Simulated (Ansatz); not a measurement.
# NiTe2 monolayer (1T): phonons and vibrational spectra, part 2 of 2

Aim: the vibrations of NiTe2 monolayer (1T), their spectra, and whether the structure is stable.

Ansatz 0.2.0; DFT PBEsol, scalar-relativistic, plane waves, PAW; PAW set soft_1.

So far. Step 4 (Tight relaxation): The largest force component left is 0.027 meV/Å, within the tolerances set.

### Step 5. Modes at Γ

The zone centre comes first: it holds the modes that light can see, as far as symmetry allows. No field response is asked, since the mesh shows no gap.

input.yaml reads:

```yaml
crystal:
  lattice:
    - [3.7012049514, 0.0, 0.0]
    - [-1.8506024757, 3.2053375125, 0.0]
    - [0.0, 0.0, 30.424]
  atoms:
    - { symbol: Ni, position: [0.0, 0.0, 0.328687878] }
    - { symbol: Te, position: [0.3333333333, 0.6666666667, 0.3735279717] }
    - { symbol: Te, position: [0.6666666667, 0.3333333333, 0.2838477843] }
  periodic: [true, true, false]
kpoints:
  mp_grid: { grid: [18, 18, 1] }
hamiltonian:
  xc: pbesol
  pseudopotentials: { kind: paw, azcp: { folder: soft_1 }, xc_functional: pbe }
scf:
  occupations: { method: methfessel_paxton, width: 0.2 }
output:
  eigenvalues: true
phonons:
  method: dfpt
```

Started as:

```console
> ansatz run input.yaml --threads 8 --pin off --max-ram 16384MiB --backend cpu --events-out ev --progress --plain --runs-dir out
```

Numbers of over 12 decimals in the logs are rounded to 6 here.

What it wrote:

```text
Warning: crystal.symmetry: narrowed to the stabiliser of the run's FFT grids — unitary ops 12 → 6. A phonons.method: dfpt run fills in the rows of the dynamical matrix that it does not solve by its symmetry operations, which is exact only for operations that map its FFT grids onto themselves: filled in by any other, the frequencies could depend on the order in which like atoms are typed, or, by more than the grids' own error, on where the crystal sits among the grids' points. Excluded: 6 operations. The run can therefore solve more perturbations, solve them on more k-points, or both, and cost more. [rest of the remark cut]
[...]
Crystal: 3 atoms, lattice volume = 360.939 Å³
Basis set: ecut = 420 eV, 7085 PW (Γ), exchange–correlation on 50×50×432 points (8 copies of the dense FFT grid, shifted against one another)
Bands: 30, of which v1, the nominal top of the filled ones, is band 25 counted from 1 (24 counted from 0)
Symmetry: 12 space group operations
k-points: 91 of 324 (irreducible under 2 space group operations, time reversal used)
[...]
SCF iter   1: F=—  HF=-19610.488636 eV  |F-HF|=—  |Δ(HF+E_count)|=         —  Δρ=5.68e-2  dr2=1.45e1  ethr=3.10e-3  ⟨swp⟩=15.5  Hψ=19847  notcnv=0
[...]
SCF iter  13: F=-19608.579886 eV  HF=-19608.579886 eV  |F-HF|=2.36e-10  |Δ(HF+E_count)|=  2.04e-10  S|Δr|=    0.00e0  Δρ=2.76e-8  dr2=1.89e-12  ethr=1.00e-12  ⟨swp⟩=18.1  Hψ=22882  notcnv=0
SCF 1 converged in 13 iterations: F = -19608.579886 eV  dr2 = 1.89e-12
[...]
DFPT response loops at Γ: preconditioner auto → none (partly filled bands, converged f_vac=0.775); β = 0.50; Broyden in place of MSR1
SCF converged after 13 iterations
[...]
Free energy (F): -19608.579886 eV
[...]
Internal energy: -19608.579327 eV  (E = F + TS)
E sigma→0 (E₀):  -19608.579746 eV
Entropy (-TS):   -0.000559 eV (-0.186 meV/atom)
Fermi energy:    -4.508228 eV
[...]
--- Band table (eV; the first three rows and the last of 91) ---
  k-point 0: bands = [... 21 lower, -6.3745, -5.4216, -3.9153, -3.9153, -2.7047, -2.7047, -0.6476 (-0.6491°), -0.3658, ... 1 higher]
  k-point 1: bands = [... 21 lower, -6.3939, -5.3650, -4.1959, -4.0153, -2.9463, -2.7137, -0.5895 (-0.5911°), -0.3047, ... 1 higher]
  k-point 2: bands = [... 21 lower, -6.4594, -5.2259, -4.8129, -4.2790, -3.4891, -2.7469, -0.4383 (-0.4400°), -0.1798, ... 1 higher]
  k-point 90: bands = [... 21 lower, -6.9315, -6.7301, -6.4673, -5.8666, -4.5950, -3.6042, 0.1772, 0.6888, ... 1 higher]
  ° read free of the cell's end (the report's vacuum.weakly_bound_levels)
--- Phonons (Γ-DFPT): 6 representative perturbations + reference, on 91 of 324 k-points (Σ response iterations 30) ---
  ASR residual: 6.845e-5 → 0.000e0 eV/Å²; symmetrization residual: 9.143e-6 eV/Å²
  The last average, over the group as it would stand without the narrowing to the FFT grids, took up to 7.126e-6 eV/Å² of the zone centre's force constants
  ASR residual per site (eV/Å²): 6.84e-5 2.37e-5 3.30e-5
  Γ frequencies (cm⁻¹): 0.00 0.00 0.00 108.43 108.43 138.80 236.57 236.57 244.73
  non-analytic LO–TO correction: not included (Born effective charges unavailable; polar crystals: no LO–TO splitting at Γ)
```

The job ended after 2 min (8 threads of Arm Neoverse V2, shared host; peak memory 3.2 GiB).

This step gave:

| Item | Value |
| --- | --- |
| sum-rule residual before enforcement | 6.84e-5 eV/Å² |
| point group | -3m |
| highest optical mode at the zone centre (no LO-TO term) | 244.7 cm⁻¹ |
| lowest optical zone-centre mode | 108.4 cm⁻¹ |

Patterns of degenerate modes are one choice out of their space. The modes at Γ (shares of kinetic energy by element, %):

```tsv
mode	frequency (cm⁻¹)	symmetry	Ni %	Te %
1	0.0	acoustic	19	81
2	0.0	acoustic	19	81
3	0.0	acoustic	19	81
4	108.4	Eg	0	100
5	108.4	Eg	0	100
6	138.8	A1g	0	100
7	236.6	Eu	81	19
8	236.6	Eu	81	19
9	244.7	A2u	81	19
```

Displacements in mode 4 (108.4 cm⁻¹), the largest set to 1:
```
Ni1  0.00  0.00  0.00
Te2 -1.00 -0.24  0.00
Te3  1.00  0.24  0.00
```

Displacements in mode 8 (236.6 cm⁻¹), the largest set to 1:
```
Ni1  1.00  0.00  0.00
Te2 -0.23  0.00  0.00
Te3 -0.23  0.00  0.00
```

Before it was imposed, the acoustic sum rule was missed by 6.8e-5 eV/Å². Small misses are needed for a sound result but don't prove that mesh and cutoff are converged. The lowest optical mode is real, 108 cm⁻¹.

### Step 6. Response at finite wavevector

Stability and thermal properties need the whole zone. Linear response on a 4×4×1 q mesh gives force constants as far as a supercell of that size would.

Edit input.yaml of step 5 so:

```diff
@@ -11,3 +11,3 @@
 kpoints:
-  mp_grid: { grid: [18, 18, 1] }
+  mp_grid: { grid: [20, 20, 1] }
 hamiltonian:
@@ -21 +21,10 @@
   method: dfpt
+  qmesh: [4, 4, 1]
+  temperatures: { t_max: 1000, t_step: 50 }
+  qpath:
+    path:
+      - [0.0, 0.0, 0.0]
+      - [0.5, 0.0, 0.0]
+      - [0.33333333, 0.33333333, 0.0]
+      - [0.0, 0.0, 0.0]
+    npoints: 10
```

What it wrote:

```text
[...]
Crystal: 3 atoms, lattice volume = 360.939 Å³
Basis set: ecut = 420 eV, 7085 PW (Γ), exchange–correlation on 50×50×432 points (8 copies of the dense FFT grid, shifted against one another)
Bands: 30, of which v1, the nominal top of the filled ones, is band 25 counted from 1 (24 counted from 0)
Symmetry: 12 space group operations
k-points: 44 of 400 (irreducible under 6 space group operations, time reversal used)
[...]
SCF iter   1: F=—  HF=-19610.490331 eV  |F-HF|=—  |Δ(HF+E_count)|=         —  Δρ=5.69e-2  dr2=1.46e1  ethr=3.10e-3  ⟨swp⟩=15.4  Hψ=9598  notcnv=0
[...]
SCF iter  13: F=-19608.578916 eV  HF=-19608.578916 eV  |F-HF|=7.28e-11  |Δ(HF+E_count)|=  2.40e-10  S|Δr|=    0.00e0  Δρ=4.49e-8  dr2=4.72e-12  ethr=1.00e-12  ⟨swp⟩=16.6  Hψ=11174  notcnv=0
SCF 1 converged in 13 iterations: F = -19608.578916 eV  dr2 = 4.72e-12
[...]
phonons: the bands overlap, so this run is a metal and interpolates without the dipole-dipole term. If the crystal is really an insulator or semiconductor, its LO-TO splitting is missing
NSCF: frozen V_eff on 44 k-points
[...]
DFPT response loops at q = (0, 0, 0) (fractional): preconditioner auto → none (partly filled bands, converged f_vac=0.775); β = 0.50; Broyden in place of MSR1
[...]
SCF converged after 13 iterations
[...]
Free energy (F): -19608.578916 eV
[...]
Internal energy: -19608.575417 eV  (E = F + TS)
E sigma→0 (E₀):  -19608.578041 eV
Entropy (-TS):   -0.003499 eV (-1.166 meV/atom)
Fermi energy:    -4.506094 eV
[...]
--- Band table (eV; the first three rows and the last of 44) ---
  k-point 0: bands = [... 21 lower, -6.3750, -5.4238, -3.9183, -3.9183, -2.7073, -2.7073, -0.6476 (-0.6490°), -0.3663, ... 1 higher]
  k-point 1: bands = [... 21 lower, -6.3906, -5.3776, -4.1491, -3.9999, -2.9065, -2.7145, -0.6001 (-0.6017°), -0.3149, ... 1 higher]
  k-point 2: bands = [... 21 lower, -6.4425, -5.2574, -4.6865, -4.2196, -3.3717, -2.7405, -0.4742 (-0.4759°), -0.2085, ... 1 higher]
  k-point 43: bands = [... 21 lower, -7.4905, -6.8559, -6.2897, -6.2392, -4.3432, -4.1238, -0.1251, 1.7021, ... 1 higher]
  ° read free of the cell's end (the report's vacuum.weakly_bound_levels)
--- Phonons (Γ-DFPT): 6 representative perturbations + reference (Σ response iterations 23) ---
  ASR residual: 8.454e-5 → 0.000e0 eV/Å²; symmetrization residual: 2.032e-5 eV/Å²
[...]
ASR residual per site (eV/Å²): 8.45e-5 3.02e-5 3.28e-5
  Γ frequencies (cm⁻¹): 0.00 0.00 0.00 106.18 106.18 132.19 235.98 235.98 244.21
--- Phonons (arbitrary-q DFPT): 4 irreducible q on the 4×4×1 mesh ---
  q = [0.0000, 0.0000, 0.0000] (star 1, of the zone-centre solve; hermiticity 3.88e-6, symmetrization 2.46e-11, taken by the last average 1.50e-7): -0.00 0.00 0.00 106.18 106.18 132.19 235.98 235.98 244.21
  q = [0.0000, 0.2500, 0.0000] (star 6, 9 solved perturbations on 210 of 400 k-point pairs; hermiticity 4.07e-6, symmetrization 8.97e-10, taken by the last average 6.54e-7): 27.05 44.99 68.76 101.09 107.84 135.85 235.49 237.13 239.26
[...]
q = [0.2500, 0.2500, 0.0000] (star 6, 6 solved perturbations in 1830 linear systems a pass and spin channel, the states on 400 of 400 k-point pairs; hermiticity 9.03e-6, symmetrization 4.40e-10, taken by the last average 1.05e-6): 48.30 74.95 85.58 91.46 109.02 127.79 234.27 235.08 242.40
  sum rule: each row above includes the acoustic sum rule's correction from the zone centre's row sums; it moved no ω² by more than (0.63 cm⁻¹)²
  mesh force constants: q→R imaginary residual 5.51e-18; ASR residual 8.454e-5 → 0.000e0 eV/Å²; symmetrization residual 3.553e-15 eV/Å²
  interpolated dispersion: 31 rows × 9 modes
  density of states and harmonic sums: on the 20×20×1 q-mesh, interpolated from the force constants of a 4×4×1 supercell (no non-analytic term)
  largest difference from the sums on the solved wave vectors: F 6.26e-2 eV, S 7.81e-5 and C_V 1.55e-5 eV/K
  zero-point energy: 0.075985 eV/cell   skipped modes (ω ≤ 0): 3   left out of the sums: 8.33e-4 of the cell's modes: C_V's classical limit lies that fraction below 3 k_B per atom; for a crystal, a wire or a layer, F and S can be off by more, and a phonons.interpolated_qmesh denser along its periods is the remedy for the sampling
```

Run time: 14 min. Hardware: 8 threads; peak memory 8.7 GiB; 1.9 h of CPU time.

Numbers from this step:

| Item | Value |
| --- | --- |
| sum-rule residual before enforcement | 8.45e-5 eV/Å² |
| lowest frequency on the path | 0 cm⁻¹ |
| highest frequency on the path or at a solved wavevector | 246.6 cm⁻¹ |
| mean frequency | 136.3 cm⁻¹ |
| highest optical mode at the zone centre (no LO-TO term) | 244.2 cm⁻¹ |
| lowest optical zone-centre mode | 106.2 cm⁻¹ |
| lowest mode on the q mesh (acoustic modes at Γ apart) | 27.05 cm⁻¹ |
| zero-point energy per atom | 25.33 meV |
| heat capacity at 300 K | 23.81 J/(mol atoms K) |
| vibrational entropy at 300 K | 41.09 J/(mol atoms K) |
| edges of the widest gap between branches, on path and mesh | 136.6, 234.1 cm⁻¹ |

Frequencies (cm⁻¹) solved at each irreducible wavevector; negative means imaginary. Frequencies by wavevector, by row:

```tsv
q in reciprocal lattice units	star	mode 1	mode 2	mode 3	mode 4	mode 5	mode 6	mode 7	mode 8	mode 9
0 0 0	1	0	0	0	106.2	106.2	132.2	236	236	244.2
0 0.25 0	6	27.1	45	68.8	101.1	107.8	135.8	235.5	237.1	239.3
0 -0.5 0	3	56.9	61.1	97.9	101.8	110.7	126.6	235	238.3	246.6
0.25 0.25 0	6	48.3	75	85.6	91.5	109	127.8	234.3	235.1	242.4
```

Interpolated from a 4×4×1 q mesh. Phonon branches along the path, in cm⁻¹:

```tsv
point	branch 1	branch 2	branch 3	branch 4	branch 5	branch 6	branch 7	branch 8	branch 9
Γ	0	0	0	106	106	132	236	236	244
halfway	27	45	69	101	108	136	236	237	239
M	57	61	98	102	111	127	235	238	247
halfway	54	80	90	92	106	126	235	236	243
K	55	86	86	93	93	125	236	236	240
halfway	31	65	68	99	108	134	235	235	240
Γ	0	0	0	106	106	132	236	236	244
```

The phonon branches as a text plot (rows in cm⁻¹):

```
    241 |********************************************************
    231 |********************************************************
    221 |
    211 |
    200 |
    190 |
    180 |
    170 |
    159 |
    149 |
    139 |   **********                              *********
    128 |***          ******************************         ****
    118 |
    108 |****************************        ********************
     98 |   ********      ********** ********     ****   ****
     87 |             ****        ****************
     77 |           **            **         *******
     67 |         **          ****                ****
     57 |       **  *************************         ***
     46 |     **  **  **                     *****       **
     36 |       **  **                            ****   ****
     26 |   ****  **                                  ***  **
     15 | ********                                       **  ***
      5 |*****                                             ******
         Γ                   M           K                      Γ
```

The phonon density of states has structure finer than the step of the table below, so its rows give means over 10 cm⁻¹, whole bins alone (the curve runs from 1 to 247 cm⁻¹). Peaks (cm⁻¹: height): 101.0: 0.149, 111.0: 0.161, 127.0: 0.153, 235.0: 0.606, 243.0: 0.176.

Tetrahedra on a 20×20×1 mesh, mean over bins of 2 cm-1. Interpolated from a 4×4×1 q mesh. Table of phonon density of states by wavenumber; means over each step:

```tsv
wavenumber (cm⁻¹)	phonon density of states (1/cm⁻¹/cell)
10	0.0108
20	0.0158
30	0.0205
40	0.0284
50	0.0585
60	0.0418
70	0.0357
80	0.0355
90	0.0778
100	0.0825
110	0.0904
120	0.00296
130	0.0793
140	0.0178
150	0
160	0
170	0
180	0
190	0
200	0
210	0
220	0
230	0.0607
240	0.230
```

The partial phonon density of states has structure finer than the step of the table below, so its rows give means over 10 cm⁻¹, whole bins alone (the curve runs from -10 to 264 cm⁻¹). Peaks (cm⁻¹: height): Ni 236.2: 0.310; Te 53.7: 0.0615, 89.9: 0.0822, 108.8: 0.120, 127.7: 0.0917, 236.2: 0.0534.

Phonopy on the run's constants, 17x17x1 mesh, Gaussian sigma 2.0 cm-1. Interpolated from a 4×4×1 q mesh. Partial phonon density of states against wavenumber; means over each step; values in 1/cm⁻¹/cell:

```tsv
wavenumber (cm⁻¹)	Ni	Te
0	5.5e-4	0.00243
10	0.00192	0.00859
20	0.00291	0.0133
30	0.00373	0.0176
40	0.00471	0.0231
50	0.00879	0.0455
60	0.00679	0.0381
70	0.00428	0.0318
80	0.00341	0.0337
90	0.00499	0.0705
100	0.00127	0.0838
110	5.0e-4	0.0864
120	1.4e-5	0.0111
130	2.2e-5	0.0714
140	1.1e-5	0.0191
150	0	0
160	0	0
170	0	0
180	0	0
190	0	0
200	0	0
210	0	0
220	4.0e-7	0
230	0.0649	0.0112
240	0.176	0.0305
250	0.0143	0.00207
```

Harmonic thermodynamic functions per atom, from the density of states. Interpolated from a 4×4×1 q mesh. Thermodynamic functions, by row:

```tsv
T (K)	F_vib (meV/atom)	S (J/mol-atom/K)	C_V (J/mol-atom/K)
0	25.33	0	0
100	17.29	17.43	17.87
200	-8.72	31.66	22.58
300	-46.7	41.09	23.81
400	-93.04	48.02	24.28
500	-145.7	53.46	24.51
600	-203.5	57.94	24.63
700	-265.6	61.75	24.71
800	-331.3	65.05	24.76
900	-400.3	67.97	24.79
1000	-472.1	70.58	24.82
```

Symmetry leaves 4 wavevectors to solve. The lowest mode among them, the acoustic zeros apart, lies at q = (0, 0.25, 0) and is real, 27.1 cm⁻¹.

### Step 7. Another isotope, element Ni, natural mass 58.6934 amu

An isotope changes the mass and not the force constants, so no new electronic calculation is needed; the shifts show which modes move this element.

The same force constants with the mass of Ni changed from 58.693 to 63.928 u (phonopy, no LO-TO term). Both lists are sorted by frequency; levels can cross, so a row need not hold one and the same mode. Modes under 3 cm⁻¹ are left out. Isotope shifts, by row:

```tsv
q	rank	natural mass (cm⁻¹)	changed mass (cm⁻¹)
0 0 0	4	106.2	106.2
0 0 0	5	106.2	106.2
0 0 0	6	132.2	132.2
0 0 0	7	236	228
0 0 0	8	236	228
0 0 0	9	244.2	235.9
0 0.25 0	1	27.05	26.84
0 0.25 0	2	44.99	44.66
0 0.25 0	3	68.76	68.42
0 0.25 0	4	101.1	101.1
0 0.25 0	5	107.8	107.8
0 0.25 0	6	135.8	135.8
0 0.25 0	7	235.5	227.3
0 0.25 0	8	237.1	228.8
0 0.25 0	9	239.3	230.7
0 -0.5 0	1	56.85	56.47
0 -0.5 0	2	61.13	60.64
0 -0.5 0	3	97.88	97.37
0 -0.5 0	4	101.8	101.8
0 -0.5 0	5	110.7	110.7
0 -0.5 0	6	126.6	126.6
0 -0.5 0	7	235	227
0 -0.5 0	8	238.3	230
0 -0.5 0	9	246.6	237.4
0.25 0.25 0	1	48.3	47.94
0.25 0.25 0	2	74.95	74.74
0.25 0.25 0	3	85.58	85.48
0.25 0.25 0	4	91.46	90.96
0.25 0.25 0	5	109	109
0.25 0.25 0	6	127.8	127.8
0.25 0.25 0	7	234.3	225.9
0.25 0.25 0	8	235.1	226.2
0.25 0.25 0	9	242.4	233.9
```

A mode of this element alone would shift by -4.18 %. The highest zone-centre frequency without the field goes from 244.2 to 235.9 cm⁻¹ (-3.4 %). The product of the frequency ratios over all optical modes at Γ is 0.902; the product rule, (m/m′)^(3k/2) (M′/M)^(3/2) with k = 1 such atoms and M the mass of the cell, gives 0.902.

### Step 8. Isotope substitution, element Te, natural mass 127.6 amu

The same for Te, from 127.60 to 129.91 u.

A mode of this element alone would shift by -0.89 %. The highest zone-centre frequency without the field goes from 244.2 to 243.8 cm⁻¹ (-0.2 %). The product of the frequency ratios over all optical modes at Γ is 0.969; the product rule, (m/m′)^(3k/2) (M′/M)^(3/2) with k = 2 such atoms and M the mass of the cell, gives 0.969.

### Step 9. What came out

```json
{
 "space group after relaxation (within 0.01 Å)": "P-3m1",
 "area per atom": "3.96 Å²",
 "electronic character": "no gap on this mesh",
 "highest optical mode at the zone centre (no LO-TO term)": "245 cm⁻¹",
 "lowest optical zone-centre mode": "108 cm⁻¹",
 "lowest mode on the q mesh (acoustic modes at Γ apart)": "27.1 cm⁻¹",
 "highest frequency on the path or at a solved wavevector": "247 cm⁻¹",
 "zero-point energy per atom": "25.3 meV",
 "heat capacity at 300 K": "23.8 J/(mol atoms K)",
 "vibrational entropy at 300 K": "41.1 J/(mol atoms K)",
 "imaginary modes on the 4×4×1 q mesh": "none"
}
```

In words: The structure is a minimum as far as tested: no mode is imaginary at the 4 irreducible wavevectors of the 4×4×1 mesh, and the softest away from the acoustic zeros lies at 27 cm⁻¹. The optical modes at Γ span 108 to 245 cm⁻¹. The highest mode in this list at Γ, 244.7 cm⁻¹, is mostly motion of Ni (81 % of the kinetic energy). On the path and the mesh, the widest gap between branches runs from 137 to 234 cm⁻¹. With no gap, or one that is small against the smearing, the frequencies hang on the k mesh and the smearing, most of all near Kohn anomalies. The phonon runs are without spin polarisation, although Ni often carries a moment. In a sheet or slab the interpolated bending branch near Γ is rough, since the rotational sum rule isn't imposed. Spin-orbit coupling is left out, which can matter for the heavy elements here. The PAW files were made for PBE and serve the other functionals too. The starting cell was built on a prototype and not taken from a measurement. These are harmonic frequencies at zero temperature: anharmonic shifts, linewidths and thermal expansion are left out.

[Logs are printed without paths, hosts, clocks, repeated set-up lines and the standing remarks that a program may print on its own settings, such as how far it seeks lower states.]

[Hosts, paths, dates, database ids (printed as entryN), source tags and the programs' standing remarks are cut or masked in the printed files.]
